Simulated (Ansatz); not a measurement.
## A hypothetical structure for CaMg6Sc

This structure for CaMg6Sc is made up. Its elements were placed in a known structure type with a cell scaled to their sizes. What cell does the guess relax to, and how far off was it?

Main program and level: Ansatz 0.2.0; DFT, r2SCAN, plane-wave PAW, files of the set soft_1, scalar-relativistic, no spin, cell and ions relaxed at zero pressure; PAW set soft_1, in the first sound run; inputs show where later runs differ.

## (1) The structure

The structure is orthorhombic, space group Amm2 (No. 38). The conventional cell has a = 5.172 Å, b = 6.530 Å, c = 11.500 Å, α = 90.00°, β = 90.00°, γ = 90.00°. Sc has 10 Mg at 3.15 to 3.37 Å and 2 Ca at 3.27 Å nearest. Nearest to Ca lie 10 Mg at 3.23 to 3.38 Å and 2 Sc at 3.27 Å. Nearest to Mg lie 10 Mg at 3.13 to 3.49 Å and 2 Ca at 3.24 Å. Nearest to Mg lie 2 Sc at 3.23 Å and 10 Mg at 3.24 to 3.34 Å. Mg has 8 Mg at 3.05 to 3.49 Å and 2 Sc at 3.15 Å and 2 Ca at 3.29 Å nearest. Nearest to Mg lie 8 Mg at 3.15 to 3.37 Å and 2 Ca at 3.23 to 3.38 Å and 2 Sc at 3.25 to 3.37 Å. Farther neighbours are not listed.

## (2) Relaxation of the guess

The guess takes its coordinates from another compound and its volume from a rule, so the cell and any free coordinates are relaxed together.

input.yaml

```yaml
crystal:
  lattice:
    - [5.172, 0.0, 0.0]
    - [0.0, 3.265, 5.75]
    - [0.0, -3.265, 5.75]
  atoms:
    - { symbol: Sc, position: [0.5, 0.1627, 0.1627] }
    - { symbol: Ca, position: [0.5, 0.6712, 0.6712] }
    - { symbol: Mg, position: [0.0, 0.8414, 0.8414] }
    - { symbol: Mg, position: [0.0, 0.3304, 0.3304] }
    - { symbol: Mg, position: [0.0, 0.3123, 0.8449] }
    - { symbol: Mg, position: [0.0, 0.8449, 0.3123] }
    - { symbol: Mg, position: [0.5, 0.1578, 0.6744] }
    - { symbol: Mg, position: [0.5, 0.6744, 0.1578] }
kpoints:
  mp_grid: { grid: [5, 5, 5] }
scf:
  occupations: { method: fermi_dirac, width: 0.05 }
hamiltonian:
  xc: r2scan
  pseudopotentials: { kind: paw, azcp: { folder: soft_1 } }
relax:
  f_tol: 0.015
  max_steps: 70
  cell: {}
output:
  forces: true
  stress: true
```

Launch:

```sh
> ansatz run input.yaml --threads 4 --pin off --max-ram 10240MiB --backend cpu --events-out ev --progress --plain --runs-dir out
```

Numbers of over 12 decimals in the logs are rounded to 6 here.

The program printed:

```text
Engine: ansatz 0.2.0, aarch64-unknown-linux-gnu
Pseudopotentials: kind: paw
Pseudopotential: Sc, paw, valence charge 11, recommended cutoff 500 eV (meta_gga), soft_1/Sc.paw.azcp
Pseudopotential: Ca, paw, valence charge 10, recommended cutoff 500 eV (meta_gga), soft_1/Ca.paw.azcp
Pseudopotential: Mg, paw, valence charge 10, recommended cutoff 500 eV (meta_gga), soft_1/Mg.paw.azcp
Functional definition: r2SCAN
  parameter k0 = 0.174
  parameter k1 = 0.065
  parameter a1 = 4.9479
  exchange = r2scan_x(k0 = k0, k1 = k1, a1 = a1)
  correlation = r2scan_c
Crystal: 8 atoms, lattice volume = 194.196 Å³
Basis set: ecut = 500 eV, 4905 PW (Γ), exchange–correlation on 160×200×200 points (64 copies of the dense FFT grid, shifted against one another)
Bands: 49, of which v1, the nominal top of the filled ones, is band 41 counted from 1 (40 counted from 0)
Symmetry: 4 space group operations
Space group: Amm2 (ITA 38), of the structure as read, at distance tolerance 5.8e-5 Å
k-points: 27 of 125 (time reversal used)
Non-local potential: Sc, projectors of the file, l = 0: 3, l = 1: 2, l = 2: 3, l = 3: 1
Non-local potential: Ca, projectors of the file, l = 0: 3, l = 1: 2, l = 2: 2
Non-local potential: Mg, projectors of the file, l = 0: 3, l = 1: 2, l = 2: 1
PAW form: soft (Blöchl's): semilocal exchange-correlation on the pseudo side does not see the compensation charge
PAW frozen core: Sc, regenerated for the run's functional (the file was generated under x = pbe(κ = 0.804, μ = 0.219515), c = pbe(β = 0.066725))
PAW frozen core: Ca, regenerated for the run's functional (the file was generated under x = pbe(κ = 0.804, μ = 0.219515), c = pbe(β = 0.066725))
PAW frozen core: Mg, regenerated for the run's functional (the file was generated under x = pbe(κ = 0.804, μ = 0.219515), c = pbe(β = 0.066725))
PAW one-centre angular grid: Sc, 590 points (default); XC on 224 Gauss nodes
PAW one-centre angular grid: Ca, 302 points (default); XC on 160 Gauss nodes
PAW one-centre angular grid: Mg, 302 points (default); XC on 224 Gauss nodes
Initial density: superposition of atomic densities (chi_scale 0.1, normalization cell, long waves kept (reshape's long-wave potential 0.00 eV rms))
Initial wavefunctions: pseudopotential atomic-orbital guess
Functional: x = r2scan, c = r2scan; τ floored in thin density (d = 2e-4 eV/Å³)
SCF iter   1: F=—  HF=-15520.727621 eV  |F-HF|=—  |Δ(HF+E_count)|=         —  Δρ=2.52e-2  dr2=4.26e0  dr2_τ=5.24e-2  ethr=3.10e-3  ⟨swp⟩=10.1  Hψ=6010  notcnv=0
preconditioner: auto → Kerker (q_TF=auto, 2.358 Å⁻¹)  [metal: Δε(μ)=0.007 eV  Ē_g=3.761 eV  σ=0.050 eV  W_gap=0.03  n_scr=44 (ndim 8)  ℏωp=11.0 eV  f_vac=0.000  D(μ)=6.40/eV (n_scr^D=46)]
SCF iter   2: F=—  HF=-15520.407094 eV  |F-HF|=—  |Δ(HF+E_count)|=   3.21e-1  Δρ=1.43e-2  dr2=1.42e0  dr2_τ=1.76e-2  ethr=3.10e-3  ⟨swp⟩=2.9  Hψ=1894  notcnv=0  defer=10
SCF iter   3: F=—  HF=-15520.259725 eV  |F-HF|=—  |Δ(HF+E_count)|=   1.47e-1  Δρ=7.49e-3  dr2=2.32e-1  dr2_τ=9.89e-3  ethr=1.75e-3  ⟨swp⟩=3.1  Hψ=1793  notcnv=0  defer=10
SCF iter   4: F=—  HF=-15520.224126 eV  |F-HF|=—  |Δ(HF+E_count)|=   3.56e-2  Δρ=2.55e-3  dr2=2.82e-2  dr2_τ=1.57e-3  ethr=2.87e-4  ⟨swp⟩=3.5  Hψ=2252  notcnv=0  defer=9
SCF iter   5: F=—  HF=-15520.220852 eV  |F-HF|=—  |Δ(HF+E_count)|=   3.27e-3  Δρ=8.14e-4  dr2=2.02e-3  dr2_τ=4.73e-5  ethr=3.48e-5  ⟨swp⟩=2.3  Hψ=1763  notcnv=0  defer=7
SCF iter   6: F=—  HF=-15520.221041 eV  |F-HF|=—  |Δ(HF+E_count)|=   1.89e-4  Δρ=1.90e-4  dr2=1.28e-4  dr2_τ=1.69e-6  ethr=2.49e-6  ⟨swp⟩=2.1  Hψ=1768  notcnv=0  defer=6
SCF iter   7: F=—  HF=-15520.221033 eV  |F-HF|=—  |Δ(HF+E_count)|=   7.86e-6  Δρ=4.35e-5  dr2=5.48e-6  dr2_τ=2.56e-7  ethr=1.58e-7  ⟨swp⟩=2.0  Hψ=1707  notcnv=0  defer=6
SCF iter   8: F=—  HF=-15520.220985 eV  |F-HF|=—  |Δ(HF+E_count)|=   4.85e-5  Δρ=1.06e-5  dr2=4.19e-7  dr2_τ=6.51e-9  ethr=6.76e-9  ⟨swp⟩=2.1  Hψ=1796  notcnv=0  defer=6
SCF iter   9: F=-15520.220985 eV  HF=-15520.220985 eV  |F-HF|=1.27e-8  |Δ(HF+E_count)|=   8.02e-9  Δρ=4.13e-6  dr2=4.91e-8  dr2_τ=1.61e-9  ethr=1.23e-10  ⟨swp⟩=4.5  Hψ=4386  notcnv=0
SCF 1 converged in 9 iterations: F = -15520.220985 eV  dr2 = 4.91e-8
  greatest PAW one-centre occupation: 1.000 electrons in one spin orbital (limit 2), on the Mg atom at site 4 (counted from 0), in its partial waves of l = 0
relax step   1: F+E_penalty+E_count = -15520.22098455 eV  Δ(F+E_penalty+E_count) = +0.000e0 eV  max|allowed force component| = 4.575e-1 eV/Å  Δτ_max = 0.0000 Å  P = +1.533 GPa  Ω = 194.196 Å³  (9 SCF iters, dr2 threshold 1.00e-7 eV, accepted)
Crystal: 8 atoms, lattice volume = 201.426 Å³
Basis set: ecut = 500 eV, 5127 PW (Γ), exchange–correlation on 160×200×200 points (64 copies of the dense FFT grid, shifted against one another)
Initial density: handed on by an earlier stage of this run
Initial wavefunctions: those handed on with the density
iter 1 solved again at ethr=1.08e-4 eV; its pass at ethr=3.10e-3 eV (dr2=8.74e-2 eV) is discarded
SCF iter   1: F=—  HF=-15520.030087 eV  |F-HF|=—  |Δ(HF+E_count)|=         —  Δρ=3.27e-3  dr2=8.89e-2  dr2_τ=4.14e-1  ethr=1.08e-4  ⟨swp⟩=1.6  Hψ=6443  notcnv=0
preconditioner: auto → Kerker (q_TF=auto, 2.344 Å⁻¹)  [metal: Δε(μ)=0.015 eV  Ē_g=3.815 eV  σ=0.050 eV  W_gap=0.08  n_scr=44 (ndim 8)  ℏωp=10.8 eV  f_vac=0.000  D(μ)=6.05/eV (n_scr^D=44)]
SCF iter   2: F=—  HF=-15520.308450 eV  |F-HF|=—  |Δ(HF+E_count)|=   2.78e-1  Δρ=1.82e-3  dr2=3.11e-2  dr2_τ=4.46e-4  ethr=1.08e-4  ⟨swp⟩=2.4  Hψ=2550  notcnv=0
SCF iter   3: F=—  HF=-15520.302310 eV  |F-HF|=—  |Δ(HF+E_count)|=   6.14e-3  Δρ=1.18e-3  dr2=1.01e-2  dr2_τ=4.06e-4  ethr=3.84e-5  ⟨swp⟩=2.1  Hψ=1730  notcnv=0
SCF iter   4: F=—  HF=-15520.300880 eV  |F-HF|=—  |Δ(HF+E_count)|=   1.43e-3  Δρ=3.86e-4  dr2=3.95e-4  dr2_τ=4.36e-5  ethr=1.24e-5  ⟨swp⟩=2.0  Hψ=1669  notcnv=0
SCF iter   5: F=—  HF=-15520.300842 eV  |F-HF|=—  |Δ(HF+E_count)|=   3.83e-5  Δρ=1.82e-4  dr2=8.57e-5  dr2_τ=5.05e-6  ethr=4.87e-7  ⟨swp⟩=2.0  Hψ=1649  notcnv=0
SCF iter   6: F=—  HF=-15520.300843 eV  |F-HF|=—  |Δ(HF+E_count)|=   1.29e-6  Δρ=4.15e-5  dr2=5.54e-6  dr2_τ=1.22e-7  ethr=1.06e-7  ⟨swp⟩=2.0  Hψ=1751  notcnv=0
SCF iter   7: F=-15520.300844 eV  HF=-15520.300844 eV  |F-HF|=1.07e-7  |Δ(HF+E_count)|=   1.15e-6  Δρ=9.25e-6  dr2=3.34e-7  dr2_τ=6.43e-9  ethr=9.88e-10  ⟨swp⟩=4.9  Hψ=4580  notcnv=0
SCF 2 converged in 7 iterations: F = -15520.300844 eV  dr2 = 3.34e-7
  greatest PAW one-centre occupation: 1.000 electrons in one spin orbital (limit 2), on the Mg atom at site 5 (counted from 0), in its partial waves of l = 0
[...]
relax step  15: F+E_penalty+E_count = -15520.63241272 eV  Δ(F+E_penalty+E_count) = +1.803e-1 eV  max|allowed force component| = 4.215e-1 eV/Å  Δτ_max = 0.1506 Å  P = +2.091 GPa  Ω = 188.571 Å³  energy of the carried Pulay correction = +1.073e-3 eV  (8 SCF iters, dr2 threshold 3.59e-7 eV, rejected (line search))
relax step  16: F+E_penalty+E_count = -15520.79251732 eV  Δ(F+E_penalty+E_count) = +2.020e-2 eV  max|allowed force component| = 2.060e-1 eV/Å  Δτ_max = 0.0755 Å  P = -0.430 GPa  Ω = 200.096 Å³  energy of the carried Pulay correction = -1.072e-3 eV  (11 SCF iters, rejected (line search))
relax step  17: F+E_penalty+E_count = -15520.81622808 eV  Δ(F+E_penalty+E_count) = -3.508e-3 eV  max|allowed force component| = 3.709e-3 eV/Å  Δτ_max = 0.0175 Å  P = +0.014 GPa  Ω = 196.698 Å³  energy of the carried Pulay correction = -4.610e-4 eV  (10 SCF iters, accepted)
relax step  18: F+E_penalty+E_count = -15520.81634171 eV  Δ(F+E_penalty+E_count) = -1.136e-4 eV  max|allowed force component| = 4.492e-3 eV/Å  Δτ_max = 0.0020 Å  P = -0.028 GPa  Ω = 196.963 Å³  energy of the carried Pulay correction = -5.092e-4 eV  (7 SCF iters, dr2 threshold 1.20e-8 eV, accepted)
relax step  19: F+E_penalty+E_count = -15520.87823589 eV  Δ(F+E_penalty+E_count) = -6.189e-2 eV  max|allowed force component| = 3.662e-3 eV/Å  Δτ_max = 0.0000 Å  P = +0.378 GPa  Ω = 196.963 Å³  stress off target by 1.12e0 GPa  SCF on the basis re-selected at this cell (its energy is not comparable with the rows above)  (9 SCF iters)
relax step  20: F+E_penalty+E_count = -15520.90859348 eV  Δ(F+E_penalty+E_count) = -3.036e-2 eV  max|allowed force component| = 2.492e-3 eV/Å  Δτ_max = 0.0047 Å  P = +0.237 GPa  Ω = 197.669 Å³  energy of the carried Pulay correction = -1.293e-4 eV  (7 SCF iters, dr2 threshold 8.00e-7 eV, accepted)
relax step  21: F+E_penalty+E_count = -15520.91477624 eV  Δ(F+E_penalty+E_count) = -6.183e-3 eV  max|allowed force component| = 6.423e-3 eV/Å  Δτ_max = 0.0068 Å  P = -0.068 GPa  Ω = 199.370 Å³  energy of the carried Pulay correction = -4.451e-4 eV  (7 SCF iters, dr2 threshold 8.00e-7 eV, accepted)
relax step  22: F+E_penalty+E_count = -15520.91603896 eV  Δ(F+E_penalty+E_count) = -1.263e-3 eV  max|allowed force component| = 1.209e-3 eV/Å  Δτ_max = 0.0013 Å  P = -0.004 GPa  Ω = 199.047 Å³  energy of the carried Pulay correction = -3.867e-4 eV  (6 SCF iters, dr2 threshold 1.21e-7 eV, accepted)
Basis set: ecut = 500 eV, 5057 PW (Γ), exchange–correlation on 144×200×200 points (64 copies of the dense FFT grid, shifted against one another)
iter 1 solved again at ethr=3.68e-7 eV; its pass at ethr=3.10e-3 eV (dr2=2.98e-4 eV) is discarded
SCF iter   1: F=—  HF=-15520.916143 eV  |F-HF|=—  |Δ(HF+E_count)|=         —  Δρ=2.10e-4  dr2=2.40e-6  dr2_τ=4.21e-6  ethr=3.68e-7  ⟨swp⟩=3.0  Hψ=8989  notcnv=0
preconditioner: auto → Kerker (q_TF=auto, 2.349 Å⁻¹)  [metal: Δε(μ)=0.035 eV  Ē_g=3.924 eV  σ=0.050 eV  W_gap=0.17  n_scr=38 (ndim 8)  ℏωp=10.9 eV  f_vac=0.000  D(μ)=5.00/eV (n_scr^D=38)]
SCF iter   2: F=—  HF=-15520.916316 eV  |F-HF|=—  |Δ(HF+E_count)|=   1.73e-4  Δρ=1.06e-4  dr2=6.59e-7  dr2_τ=5.18e-6  ethr=2.96e-9  ⟨swp⟩=2.6  Hψ=2541  notcnv=0
SCF iter   3: F=—  HF=-15520.916401 eV  |F-HF|=—  |Δ(HF+E_count)|=   8.49e-5  Δρ=1.01e-5  dr2=3.58e-8  dr2_τ=4.44e-8  ethr=8.14e-10  ⟨swp⟩=2.2  Hψ=2459  notcnv=0
SCF iter   4: F=—  HF=-15520.916401 eV  |F-HF|=—  |Δ(HF+E_count)|=   8.43e-7  Δρ=3.16e-6  dr2=1.70e-8  dr2_τ=2.59e-9  ethr=4.42e-11  ⟨swp⟩=2.0  Hψ=2440  notcnv=0
SCF iter   5: F=—  HF=-15520.916401 eV  |F-HF|=—  |Δ(HF+E_count)|=   6.58e-8  Δρ=9.47e-7  dr2=2.15e-9  dr2_τ=1.31e-10  ethr=2.10e-11  ⟨swp⟩=2.0  Hψ=2299  notcnv=0
SCF iter   6: F=—  HF=-15520.916401 eV  |F-HF|=—  |Δ(HF+E_count)|=   1.85e-9  Δρ=3.48e-7  dr2=6.37e-10  dr2_τ=1.45e-11  ethr=2.65e-12  ⟨swp⟩=2.0  Hψ=1971  notcnv=0
SCF iter   7: F=-15520.916401 eV  HF=-15520.916401 eV  |F-HF|=1.27e-11  |Δ(HF+E_count)|=  2.73e-11  Δρ=9.91e-8  dr2=2.78e-11  dr2_τ=9.65e-13  ethr=1.00e-12  ⟨swp⟩=3.1  Hψ=5022  notcnv=0
SCF 23 converged in 7 iterations: F = -15520.916401 eV  dr2 = 2.78e-11
relax step  23: F+E_penalty+E_count = -15520.91640146 eV  Δ(F+E_penalty+E_count) = -3.625e-4 eV  max|allowed force component| = 1.162e-3 eV/Å  Δτ_max = 0.0000 Å  P = -0.004 GPa  Ω = 199.047 Å³  stress off target by 1.31e-2 GPa  SCF on the basis re-selected at this cell (its energy is not comparable with the rows above)  (7 SCF iters)
basis re-selected at this cell: Δ(F+E_penalty+E_count) = -3.625e-4 eV, ΔP = -0.001 GPa vs the last step (what re-selecting the basis moved, of the pressure what is left beyond the Pulay correction that the steps carried, after the strain that the cell walked since its last selection, with what the two solves' SCF thresholds leave and, on support functions, any second-order correction that the steps lacked; it is no measure of the basis error at this ecutwfc). The dense FFT grid was sized anew with the basis: this SCF ran on 36×50×50 points, the steps before it on 36×48×48, so part of this shift can come from that change (see relax.cell in the input reference). [rest of the remark cut]
SCF converged after 7 iterations
Free energy (F): -15520.916401 eV
Harris-Foulkes:  -15520.916401 eV  (|F-HF|=1.27e-11)
Internal energy: -15520.875944 eV  (E = F + TS)
E sigma→0 (E₀):  -15520.896173 eV
Entropy (-TS):   -0.040458 eV (-5.057 meV/atom)
Fermi energy:    5.919531 eV
--- Per-component energies (eV) ---
  E_band       = -2583.556240
  E_kinetic    = 869.487421
  E_local      = -12060.355412  (includes V_loc(G=0)·N_el)
  E_nonlocal   = 1408.116036
  E_hartree    = 4136.479556
  E_xc         = -349.872765
  E_vxc        = -497.629508  (∫ρ·V_xc dr)
  E_paw        = -3701.019243  (= ΣΔE_a)
  E_vpaw       = -606.984744  (= ΣTr[D̂ρ^β])
  E_aug_tail   = -0.000115  (compensation charges beyond the density's cutoff)
  E_vtau       = 30.850962  (kinetic-family band-sum trace: ∫τ·v_τ [+ j·A + Jᵃ·Aᵃ] dr)
  E_ewald      = -5823.095016
  E_core_change = -0.616405  (= ΣΔE_core)
  E_smearing   = -0.040458  (= −TS)
  E_closure    = 0.000000  (closes the sum)
  Σ components = -15520.916401   (vs F -15520.916401, Δ=0.00e0)
--- Forces (eV/Å), atoms counted from 1 ---
  atom   1  Sc     0.00000000     0.00000000    -0.00013180
  atom   2  Ca    -0.00000000    -0.00000000     0.00046645
  atom   3  Mg    -0.00000000    -0.00000000     0.00077093
  atom   4  Mg     0.00000000     0.00000000    -0.00116096
  atom   5  Mg    -0.00000000    -0.00040142     0.00019570
  atom   6  Mg     0.00000000     0.00040142     0.00019570
  atom   7  Mg     0.00000000    -0.00021780    -0.00016439
  atom   8  Mg     0.00000000     0.00021780    -0.00016439
  max |Σ_I F_I| component: 7.24e-6 eV/Å
--- Stress (GPa, compression-positive) ---
       -0.004408       0.000000      -0.000000
        0.000000      -0.013087      -0.000000
       -0.000000      -0.000000       0.005113
  P = ⅓ Tr σ = -0.0041 GPa (-0.041 kbar)
--- Relaxed structure (21 steps of the walk, 18 accepted, 2 SCFs on fresh bases) ---
  F+E_penalty+E_count = -15520.91640146 eV   max|allowed force component| = 1.162e-3 eV/Å   (the final SCF, on the basis selected at the relaxed cell)
  cell:  # Å, volume = 199.0465 Å³
    - [4.520194, -8.945516895916909e-17, 0]
    - [-5.647160221416999e-17, 4.693776, 4.690780]
    - [5.647160221416996e-17, -4.693776, 4.690780]
  atoms:
    - { symbol: Sc, position: [0.500000, 0.124393, 0.124393] }
    - { symbol: Ca, position: [0.500000, 0.624380, 0.624380] }
    - { symbol: Mg, position: [0, 0.887039, 0.887039] }
    - { symbol: Mg, position: [0, 0.361745, 0.361745] }
    - { symbol: Mg, position: [-2.545297299069721e-19, 0.361714, 0.887050] }
    - { symbol: Mg, position: [2.5452972990697385e-19, 0.887050, 0.361714] }
    - { symbol: Mg, position: [0.500000, 0.124393, 0.624386] }
    - { symbol: Mg, position: [0.500000, 0.624386, 0.124393] }
```

Wall time 4.1 min (4 threads of Arm Neoverse V2, shared host); peak memory 1.1 GiB.

Relaxation path (22 of 23):

| step | energy less that of the first step (eV) | largest force component (eV/Å) | pressure (GPa) | volume (Å³) |
| --- | --- | --- | --- | --- |
| 1 | 0.0000 | 0.4575 | 1.53 | 194.20 |
| 2 | -0.0799 | 0.2519 | 0.03 | 201.43 |
| 3 | -0.0938 | 0.0538 | -0.01 | 201.71 |
| 4 | -0.1087 | 0.1245 | -0.04 | 202.15 |
| 5 | -0.1749 | 0.3747 | -0.26 | 203.43 |
| 6 | -0.2810 | 0.2755 | -0.38 | 202.57 |
| 7 | -0.4004 | 0.2264 | 0.01 | 199.10 |
| 8 | -0.4707 | 0.4565 | 0.25 | 197.24 |
| 9 | -0.4655 | 0.4261 | 0.07 | 198.81 |
| 10 | -0.5070 | 0.1293 | -0.02 | 198.50 |
| 11 | -0.5215 | 0.0310 | 0.13 | 197.73 |
| 13 | -0.5546 | 0.0296 | -0.09 | 198.18 |
| 14 | -0.5917 | 0.0758 | -0.03 | 196.50 |
| 15 | -0.4114 | 0.4215 | 2.09 | 188.57 |
| 16 | -0.5715 | 0.2060 | -0.43 | 200.10 |
| 17 | -0.5952 | 0.0037 | 0.01 | 196.70 |
| 18 | -0.5954 | 0.0045 | -0.03 | 196.96 |
| 19* | -0.6573 | 0.0037 | 0.38 | 196.96 |
| 20 | -0.6876 | 0.0025 | 0.24 | 197.67 |
| 21 | -0.6938 | 0.0064 | -0.07 | 199.37 |
| 22 | -0.6951 | 0.0012 | 0.00 | 199.05 |
| 23* | -0.6954 | 0.0012 | 0.00 | 199.05 |

Relaxation steps marked * repeat the geometry before them on a plane-wave basis chosen anew for their cell, so energy and pressure can jump there. Other such steps can lie between the rows shown. Relaxation steps 9, 15, 16 were tried and not accepted.

The run keeps the 4 symmetry operations that it works with, so distortions that break them were not tested.

| cell as run | before | after | change |
| --- | --- | --- | --- |
| a (Å) | 5.172 | 4.520 | -12.6 % |
| b (Å) | 6.612 | 6.636 | +0.4 % |
| c (Å) | 6.612 | 6.636 | +0.4 % |
| α (°) | 59.18 | 90.04 | +52.1 % |
| volume (Å³/atom) | 24.27 | 24.88 | +2.5 % |

The atoms that moved most (Å, as changes of fractional coordinates times the final cell):

| atom | dx | dy | dz | length |
| --- | --- | --- | --- | --- |
| Ca2 | 0.000 | 0.000 | -0.439 | 0.439 |
| Mg5 | 0.000 | 0.034 | 0.430 | 0.431 |
| Mg6 | 0.000 | -0.034 | 0.430 | 0.431 |
| Mg3 | 0.000 | 0.000 | 0.428 | 0.428 |
| Mg7 | 0.000 | 0.078 | -0.391 | 0.399 |
| Mg8 | 0.000 | -0.078 | -0.391 | 0.399 |
| Sc1 | 0.000 | 0.000 | -0.359 | 0.359 |
| Mg4 | 0.000 | 0.000 | 0.294 | 0.294 |

The relaxed structure:

```cif
data_structure
_symmetry_space_group_name_H-M 'P 1'
_symmetry_Int_Tables_number 1
_cell_length_a 4.5202
_cell_length_b 6.6359
_cell_length_c 6.6359
_cell_angle_alpha 90.037
_cell_angle_beta 90.000
_cell_angle_gamma 90.000
_cell_volume 199.05
loop_
_atom_site_label
_atom_site_type_symbol
_atom_site_fract_x
_atom_site_fract_y
_atom_site_fract_z
_atom_site_occupancy
Sc1 Sc 0.50000 0.12439 0.12439 1
Ca2 Ca 0.50000 0.62438 0.62438 1
Mg3 Mg 0.00000 0.88704 0.88704 1
Mg4 Mg 0.00000 0.36174 0.36174 1
Mg5 Mg 0.00000 0.36171 0.88705 1
Mg6 Mg 0.00000 0.88705 0.36171 1
Mg7 Mg 0.50000 0.12439 0.62439 1
Mg8 Mg 0.50000 0.62439 0.12439 1
```

Numbers from this step:

| Quantity | Value |
| --- | --- |
| free energy | -15520.9164 eV |
| energy at zero smearing | -15520.8962 eV |
| smearing term TS | 0.04046 eV |
| Fermi energy | 5.920 eV |
| electrons | 81 |
| symmetry operations | 4 |
| pressure | -0.004127 GPa |

The shortest distance of each pair, which need not be the same contact before and after:

| pair | guess (Å) | relaxed (Å) |
| --- | --- | --- |
| Mg–Mg | 3.052 | 3.150 |
| Mg–Sc | 3.155 | 3.173 |
| Ca–Mg | 3.228 | 3.318 |
| Sc–Sc | 5.172 | 4.520 |
| Ca–Ca | 5.172 | 4.520 |

The relaxation ends with a largest force component of 0.0012 eV/Å and a pressure of 0.00 GPa.

(Continued in part 2 of 2.)

[Logs are printed without paths, hosts, clocks, repeated set-up lines and the standing remarks that a program may print on its own settings, such as how far it seeks lower states.]

[Hosts, paths, dates, database ids (printed as entryN), source tags and the programs' standing remarks are cut or masked in the printed files.]
